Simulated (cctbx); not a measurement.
**Accept or mend?**

Cell a = 4.1560 Å, b = 4.1560 Å, c = 4.1560 Å, α = 90.00°, β = 90.00°, γ = 90.00°; space group Pm-3m (no. 221).

The data are simulated with cctbx, not measured: Cu Kα, λ = 1.54184 Å, to d = 0.8 Å, 50 % of the full sphere, strongest reflection 40000 counts, noise from counting, a 4 % proportional error and a noise floor of 15 counts (s.d.); no absorption.

An anisotropic refinement with weights 1/σ² prints:

```text
Rint 0.028, 27 unique reflections to 0.82 A
cycle     R1     wR2    GooF  max shift (A)
   1  0.4942  0.7506  50.419   0.00000
   5  0.4217  0.4854  32.608   0.00000
final R1 0.4214 wR2 0.4854 GooF 32.606  parameters 3  data/parameter 9.0
atom        x        y        z      Ueq    occ   su(xyz)  su(Uiso or U11)
As1    0.50000  0.50000  0.50000   0.0115  1.000  0.00000  0.0079
Cr1    0.50000  0.50000  0.00000   2.3190  1.000  0.00000 61.5096
difference map: max 43.55 min -3.69 rms 4.44
Q1    0.0000  0.0000  0.5000    3   43.55  2.08 A from Cr1
Q2    0.5000  0.5000  0.5000    1   40.58  0.00 A from As1
Q3    0.0000  0.0000  0.0000    1   34.61  2.94 A from Cr1
Q4    0.0000  0.5000  0.5000    3   27.54  0.00 A from Cr1
Q5    0.0860  0.2517  0.4102   48    1.07  1.15 A from Cr1
Q6    0.0894  0.0894  0.2509   24    1.02  2.03 A from Cr1
```

Q: Accept it or mend it, and why?

Mend it. The fault: an atom left out, Fe at (0, 0, 0). Against the right model at the same level, R1 goes from 0.0056 to 0.4214 and GooF from 0.70 to 32.61 and the top difference peak, 43.5 e/Å³, lies 2.08 Å from Cr1. Q3 is the missing atom. With scattering power missing, scale and phases suffer, so peaks may also grow on the heavy atoms.

The compound is Cr3FeAs. The right model at the same level gives:

```text
Rint 0.028, 27 unique reflections to 0.82 A
cycle     R1     wR2    GooF  max shift (A)
   1  0.0056  0.0103   0.707   0.00000
   2  0.0056  0.0102   0.702   0.00000
final R1 0.0056 wR2 0.0102 GooF 0.702  parameters 4  data/parameter 6.8
atom        x        y        z      Ueq    occ   su(xyz)  su(Uiso or U11)
As1    0.50000  0.50000  0.50000   0.0133  1.000  0.00000  0.0001
Fe1    0.00000  0.00000  0.00000   0.0137  1.000  0.00000  0.0002
Cr1    0.50000  0.50000  0.00000   0.0178  1.000  0.00000  0.0002
difference map: max 0.23 min -0.20 rms 0.05
Q1    0.2472  0.2472  0.2472    8    0.23  1.78 A from Fe1
Q2    0.0000  0.0000  0.3100    6    0.13  1.29 A from Fe1
Q3    0.3277  0.5000  0.5000    6    0.11  0.72 A from As1
Q4    0.0000  0.3203  0.3203   12    0.08  1.06 A from Cr1
Q5    0.0000  0.2382  0.5000   12    0.05  1.09 A from Cr1
Q6    0.1329  0.1329  0.5000   12    0.05  1.62 A from Cr1
```

The model is made up (kin elements in a known structure type, no relaxation), so it says nothing on whether the phase exists.

[Middle refinement cycles are left out of these outputs.]

[Logs are printed without paths, hosts, clocks, repeated set-up lines and the standing remarks that a program may print on its own settings, such as how far it seeks lower states.]
